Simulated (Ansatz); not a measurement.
# Band gap of Y2Ti2O7 (Fd-3m) from density functionals to GW

Wanted: a ladder of band gaps for Y2Ti2O7 (Fd-3m), from density functionals to G0W0.

Main program and level: Ansatz 0.2.0; density functionals, hybrids and G0W0, plane waves, PAW.

**What was measured.**

- Gap 3.44 eV: direct optical gap from Tauc plot; UV-Vis-NIR transmission; bulk crystal (floating-zone single crystal wafer, 1 mm thick) (“Structural, optical and mechanical properties of Y2Ti2O7 single crystal”, 2020, arxiv:2006.07359).

This is a report of a sequence of runs, with most program output left out.

In doubt: the elements are of a kind flagged for part-filled d or f shells, though by formal charges that shell is empty here, so the flag may not apply; masses and optical values from hybrid runs of this build are listed as unsure (steps 7, 8), which bears on the screening that GW takes from such a start.

## Step 1: The starting structure

The structure is cubic, space group Fd-3m (No. 227). Conventional cell: a = 10.099 Å, b = 10.099 Å, c = 10.099 Å, α = 90.00°, β = 90.00°, γ = 90.00°. Nearest to Y lie 8 O at 2.19 to 2.48 Å. Ti has 6 O at 1.96 Å nearest. Nearest to O lie 2 Ti at 1.96 Å and 2 Y at 2.48 Å. O has 4 Y at 2.19 Å nearest. Farther neighbours and most contacts between anions are not listed.

Geometry: measured cell, ions relaxed with r2SCAN. The runs that relaxed it are not among those shown. The default PAW set here is soft_2. Its files were made with PBE.

## Step 2: r2SCAN on the 4×4×4 mesh

Levels along a band path and on the mesh show where this functional puts the band edges.

This step: DFT, r2SCAN, plane waves, PAW.

Input file input.yaml:

```yaml
crystal:
  lattice:
    - [0.0, 5.0493, 5.0493]
    - [5.0493, 0.0, 5.0493]
    - [5.0493, 5.0493, 0.0]
  atoms:
    - { symbol: "Y", position: [0.125, 0.125, 0.125] }
    - { symbol: "Y", position: [0.625, 0.125, 0.125] }
    - { symbol: "Y", position: [0.125, 0.125, 0.625] }
    - { symbol: "Y", position: [0.125, 0.625, 0.125] }
    - { symbol: Ti, position: [0.625, 0.625, 0.625] }
    - { symbol: Ti, position: [0.125, 0.625, 0.625] }
    - { symbol: Ti, position: [0.625, 0.625, 0.125] }
    - { symbol: Ti, position: [0.625, 0.125, 0.625] }
    - { symbol: O, position: [0.5453943878, 0.9546056122, 0.9546056122] }
    - { symbol: O, position: [0.7046056122, 0.2953943878, 0.7046056122] }
    - { symbol: O, position: [0.9546056122, 0.5453943878, 0.5453943878] }
    - { symbol: O, position: [0.2953943878, 0.7046056122, 0.2953943878] }
    - { symbol: O, position: [0.9546056122, 0.5453943878, 0.9546056122] }
    - { symbol: O, position: [0.7046056122, 0.7046056122, 0.2953943878] }
    - { symbol: O, position: [0.5453943878, 0.9546056122, 0.5453943878] }
    - { symbol: O, position: [0.2953943878, 0.2953943878, 0.7046056122] }
    - { symbol: O, position: [0.7046056122, 0.2953943878, 0.2953943878] }
    - { symbol: O, position: [0.9546056122, 0.9546056122, 0.5453943878] }
    - { symbol: O, position: [0.2953943878, 0.7046056122, 0.7046056122] }
    - { symbol: O, position: [0.5453943878, 0.5453943878, 0.9546056122] }
    - { symbol: O, position: [0.0, 0.0, 0.0] }
    - { symbol: O, position: [0.25, 0.25, 0.25] }
kpoints:
  mp_grid: { grid: [4, 4, 4] }
  band_path:
    path:
      - [[0.0, 0.0, 0.0], [0.5, 0.0, 0.5], [0.625, 0.25, 0.625]]
      - [[0.375, 0.375, 0.75], [0.0, 0.0, 0.0], [0.5, 0.5, 0.5], [0.5, 0.25, 0.75], [0.5, 0.0, 0.5]]
    npoints: 10
hamiltonian:
  xc: r2scan
scf:
  occupations: { method: fermi_dirac, width: 0.02 }
  n_extra_bands: 11
output:
  eigenvalues: true
```

The run is started by

```bash
ansatz run input.yaml --threads 32 --pin off --max-ram 129024MiB --backend cuda --events-out ev --progress --plain --runs-dir out --devices 1 --max-vram 157GiB  # rebuilt from the run's record
```

Run time: 2.2 s. Hardware: 1 × NVIDIA GB200 with 32 threads of Arm Neoverse V2, shared host; peak memory 1.5 GiB.

This step gave:

- filled bands: 88
- gap: 3.280 eV
- valence top at: X
- conduction bottom at: Γ
- least direct gap: 3.298 eV

Over mesh and path the gap is 3.280 eV, from k = (0.500, 0.000, 0.500) to k = Γ. The least direct gap found is 3.298 eV, at k = Γ.

## Step 3: r2SCAN+SOC on the 4×4×4 mesh

This run has two-component orbitals with spin-orbit coupling.

This step: DFT, r2SCAN with spin-orbit coupling, plane waves, PAW.

input.yaml: that of step 2 with these lines changed.

```diff
@@ -32,5 +32,9 @@
     path:
-      - [[0.0, 0.0, 0.0], [0.5, 0.0, 0.5], [0.625, 0.25, 0.625]]
-      - [[0.375, 0.375, 0.75], [0.0, 0.0, 0.0], [0.5, 0.5, 0.5], [0.5, 0.25, 0.75], [0.5, 0.0, 0.5]]
-    npoints: 10
+      - [0.0, 0.0, 0.0]
+      - [0.5, 0.0, 0.5]
+      - [0.625, 0.25, 0.625]
+      - [0.375, 0.375, 0.75]
+      - [0.5, 0.5, 0.5]
+      - [0.5, 0.25, 0.75]
+    npoints: 1
 hamiltonian:
@@ -38,4 +42,7 @@
 scf:
-  occupations: { method: fermi_dirac, width: 0.02 }
-  n_extra_bands: 11
+  occupations: { method: fixed }
+  n_extra_bands: 22
+magnetization:
+  noncollinear: true
+  spin_orbit: true
 output:
```

Wall time 2.7 s (1 × NVIDIA GB200 with 32 threads); peak memory 2 GiB; 13 s of CPU time.

This step gave:

```
gap                  : 3.280 eV
valence top at       : X
conduction bottom at : Γ
least direct gap     : 3.283 eV
```

Over mesh and listed points the gap is 3.280 eV, from k = (0.500, 0.000, 0.500) to k = Γ. The least direct gap found is 3.283 eV, at k = Γ. r2SCAN+SOC against r2SCAN: 3.280 − 3.280 = +0.000 eV, with the same mesh, set of files (read in its fully relativistic form for the spin-orbit run) and cutoff, and both edges at the same k points. The spin-orbit run sees mesh and listed points alone, so its gap is an upper bound: the coupling can move an edge off these points, and the change over the zone, its sign included where it is small, is not known.

## Step 4: HSE06 on the 4×4×4 mesh

HSE06 mixes in a quarter of exact exchange at short range.

This step: DFT, HSE06, plane waves, PAW.

input.yaml: that of step 3 with these lines changed.

```diff
@@ -40,9 +40,6 @@
 hamiltonian:
-  xc: r2scan
+  xc: hse06
 scf:
   occupations: { method: fixed }
-  n_extra_bands: 22
-magnetization:
-  noncollinear: true
-  spin_orbit: true
+  n_extra_bands: 11
 output:
```

It took 20 s on 1 × NVIDIA GB200 with 32 threads; peak memory 3 GiB; 6.1 min of CPU time.

Numbers from this step:

```
gap                     : 4.495 eV
valence top at          : X
conduction bottom at    : Γ
least direct gap        : 4.513 eV
exact-exchange fraction : 0.25
```

Over mesh and listed points the gap is 4.495 eV, from k = (0.500, 0.000, 0.500) to k = Γ. The least direct gap found is 4.513 eV, at k = Γ. HSE06 against r2SCAN: 4.495 − 3.280 = +1.215 eV. The runs also differ in plane-wave cutoff (500 eV and 420 eV), so how much of this comes from the functional alone is not known.

## Step 5: HSE06+SOC on the 4×4×4 mesh

This step: DFT, HSE06 with spin-orbit coupling, plane waves, PAW.

input.yaml: that of step 4 with these lines changed.

```diff
@@ -43,3 +43,6 @@
   occupations: { method: fixed }
-  n_extra_bands: 11
+  n_extra_bands: 22
+magnetization:
+  noncollinear: true
+  spin_orbit: true
 output:
```

The job ended after 72 s (1 × NVIDIA GB200 with 32 threads; peak memory 11 GiB).

Numbers from this step:

```
gap                     : 4.494 eV
valence top at          : X
conduction bottom at    : Γ
least direct gap        : 4.494 eV
exact-exchange fraction : 0.25
```

Over mesh and listed points the gap is 4.494 eV, from k = (0.500, 0.000, 0.500) to k = Γ, and equal within 1 meV to the least direct gap at k = Γ. HSE06+SOC against HSE06: 4.494 − 4.495 = −0.001 eV, with the same mesh, set of files (read in its fully relativistic form for the spin-orbit run) and cutoff, and both edges at the same k points. The spin-orbit run sees mesh and listed points alone, so its gap is an upper bound: the coupling can move an edge off these points, and the change over the zone, its sign included where it is small, is not known.

## Step 6: G0W0@r2SCAN, 4×4×4 mesh, 5213 empty bands, screening to 430 eV, hard PAW files

G0W0 replaces the xc potential by a self-energy built once from the orbitals of the start. Levels are corrected in the window of bands that the input names, at points of the mesh.

This step: G0W0 on r2SCAN, plane waves, PAW.

input.yaml: that of step 5 with these lines changed.

```diff
@@ -30,20 +30,12 @@
   mp_grid: { grid: [4, 4, 4] }
-  band_path:
-    path:
-      - [0.0, 0.0, 0.0]
-      - [0.5, 0.0, 0.5]
-      - [0.625, 0.25, 0.625]
-      - [0.375, 0.375, 0.75]
-      - [0.5, 0.5, 0.5]
-      - [0.5, 0.25, 0.75]
-    npoints: 1
 hamiltonian:
-  xc: hse06
+  xc: r2scan
+  pseudopotentials: { kind: paw, source: ansatz }
 scf:
   occupations: { method: fixed }
-  n_extra_bands: 22
-magnetization:
-  noncollinear: true
-  spin_orbit: true
-output:
-  eigenvalues: true
+gw:
+  n_empty_bands: 5213
+  ecut_chi: 430.0
+  qp_bands: [v4, c4]
+  qp_kpoints: band_edges
+  screening: { model: contour_deformation }
```

Run time: 14 min. Hardware: 1 × NVIDIA GB200 with 32 threads; peak memory 55 GiB; 24 min of CPU time.

Numbers from this step:

* bands summed: 5301
* RPA ε∞ on this mesh (eigenvalues): 5.042, 5.042, 5.042
* plane waves in the screening matrix: 5161
* G0W0 gap over the corrected points: 4.715 eV
* k of the valence top: 0, -0.5, -0.5
* k of the conduction bottom: 0, 0, 0
* starting gap on the mesh: 3.277 eV
* Z at the valence top: 0.7368
* Z at the conduction bottom: 0.7312
* least direct G0W0 gap over the corrected points: 4.746 eV

Over all 8 irreducible mesh points the G0W0 gap is 4.715 eV, from k = (0.000, -0.500, -0.500) to k = Γ. The r2SCAN gap of this run on the mesh is 3.277 eV. The two states that bound the G0W0 gap lie that far apart at the start, so the correction of the gap is 4.715 − 3.277 = +1.438 eV.

## Step 7: G0W0@HSE06, 4×4×4 mesh, 1531 empty bands, screening to 190 eV, hard PAW files

This step: G0W0 on HSE06, plane waves, PAW.

input.yaml: that of step 6 with these lines changed.

```diff
@@ -31,3 +31,3 @@
 hamiltonian:
-  xc: r2scan
+  xc: hse06
   pseudopotentials: { kind: paw, source: ansatz }
@@ -36,4 +36,4 @@
 gw:
-  n_empty_bands: 5213
-  ecut_chi: 430.0
+  n_empty_bands: 1531
+  ecut_chi: 190.0
   qp_bands: [v4, c4]
```

Wall time 6.3 min (1 × NVIDIA GB200 with 32 threads); peak memory 13 GiB.

This step gave:

- bands summed: 1619
- RPA ε∞ on this mesh (eigenvalues): 4.222, 4.222, 4.222
- plane waves in the screening matrix: 1471
- G0W0 gap over the corrected points: 5.068 eV
- k of the valence top: 0, -0.5, -0.5
- k of the conduction bottom: 0, 0, 0
- starting gap on the mesh: 4.491 eV
- Z at the valence top: 0.7703
- Z at the conduction bottom: 0.7683
- least direct G0W0 gap over the corrected points: 5.088 eV

Over all 8 irreducible mesh points the G0W0 gap is 5.068 eV, from k = (0.000, -0.500, -0.500) to k = Γ. The HSE06 gap of this run on the mesh is 4.491 eV. The two states that bound the G0W0 gap lie that far apart at the start, so the correction of the gap is 5.068 − 4.491 = +0.577 eV. G0W0@HSE06 against G0W0@r2SCAN with 1619 bands (a further run, in the table below): 5.068 − 4.654 = +0.414 eV. The runs also differ in plane-wave cutoff (1050 eV and 930 eV), so how much of this comes from the start alone is not known. The program's warnings for this run: metallic iterate.

## Step 8: G0W0@PBE0, 4×4×4 mesh, 1531 empty bands, screening to 190 eV, hard PAW files

This step: G0W0 on PBE0, plane waves, PAW.

input.yaml: that of step 7 with these lines changed.

```diff
@@ -31,3 +31,3 @@
 hamiltonian:
-  xc: hse06
+  xc: pbe0
   pseudopotentials: { kind: paw, source: ansatz }
```

Elapsed: 6.1 min, on 1 × NVIDIA GB200 with 32 threads; peak memory 12 GiB; 30 min of CPU time.

This step gave:

```yaml
bands_summed: 1619
rpa_eps_infinity_on_this_mesh_eigenvalues: 3.959, 3.959, 3.959
plane_waves_in_the_screening_matrix: 1471
g0w0_gap_over_the_corrected_points: 5.346 eV
k_of_the_valence_top: 0, -0.5, -0.5
k_of_the_conduction_bottom: 0, 0, 0
starting_gap_on_the_mesh: 5.242 eV
z_at_the_valence_top: 0.7829
z_at_the_conduction_bottom: 0.7815
least_direct_g0w0_gap_over_the_corrected_points: 5.361 eV
```

Over all 8 irreducible mesh points the G0W0 gap is 5.346 eV, from k = (0.000, -0.500, -0.500) to k = Γ. The PBE0 gap of this run on the mesh is 5.242 eV. The two states that bound the G0W0 gap lie that far apart at the start, so the correction of the gap is 5.346 − 5.242 = +0.104 eV. G0W0@PBE0 against G0W0@HSE06 with 1619 bands: 5.346 − 5.068 = +0.278 eV, with the same mesh, files and cutoffs, and both edges at the same k points. The program's warnings for this run: metallic iterate.

(Part 1 of 2 ends here.)

[Paths, hosts, dates, memory and timing lines, banners, echoed tables and standing remarks are left out of the program output.]

[Logs are printed without paths, hosts, clocks, repeated set-up lines and the standing remarks that a program may print on its own settings, such as how far it seeks lower states.]

[Runs of the session that timed out or met a known fault of the program may be left out.]

[Cells called generated may have been cut or substituted from an entry of the Crystallography Open Database or the Materials Project.]

[Hosts, paths, dates, database ids (printed as entryN), source tags and the programs' standing remarks are cut or masked in the printed files.]

[Where an RPA ε∞ is given, it is that of the G0W0 mesh and is not shown converged in it. Names of k-points follow the symmetry that the program found, which can be lower than the space group named. Band edges on a path are those of the sampled points; other points can move an edge, and change direct to indirect where valleys lie close.]

[Hybrid gaps are those of their k-mesh and are not shown converged in it.]
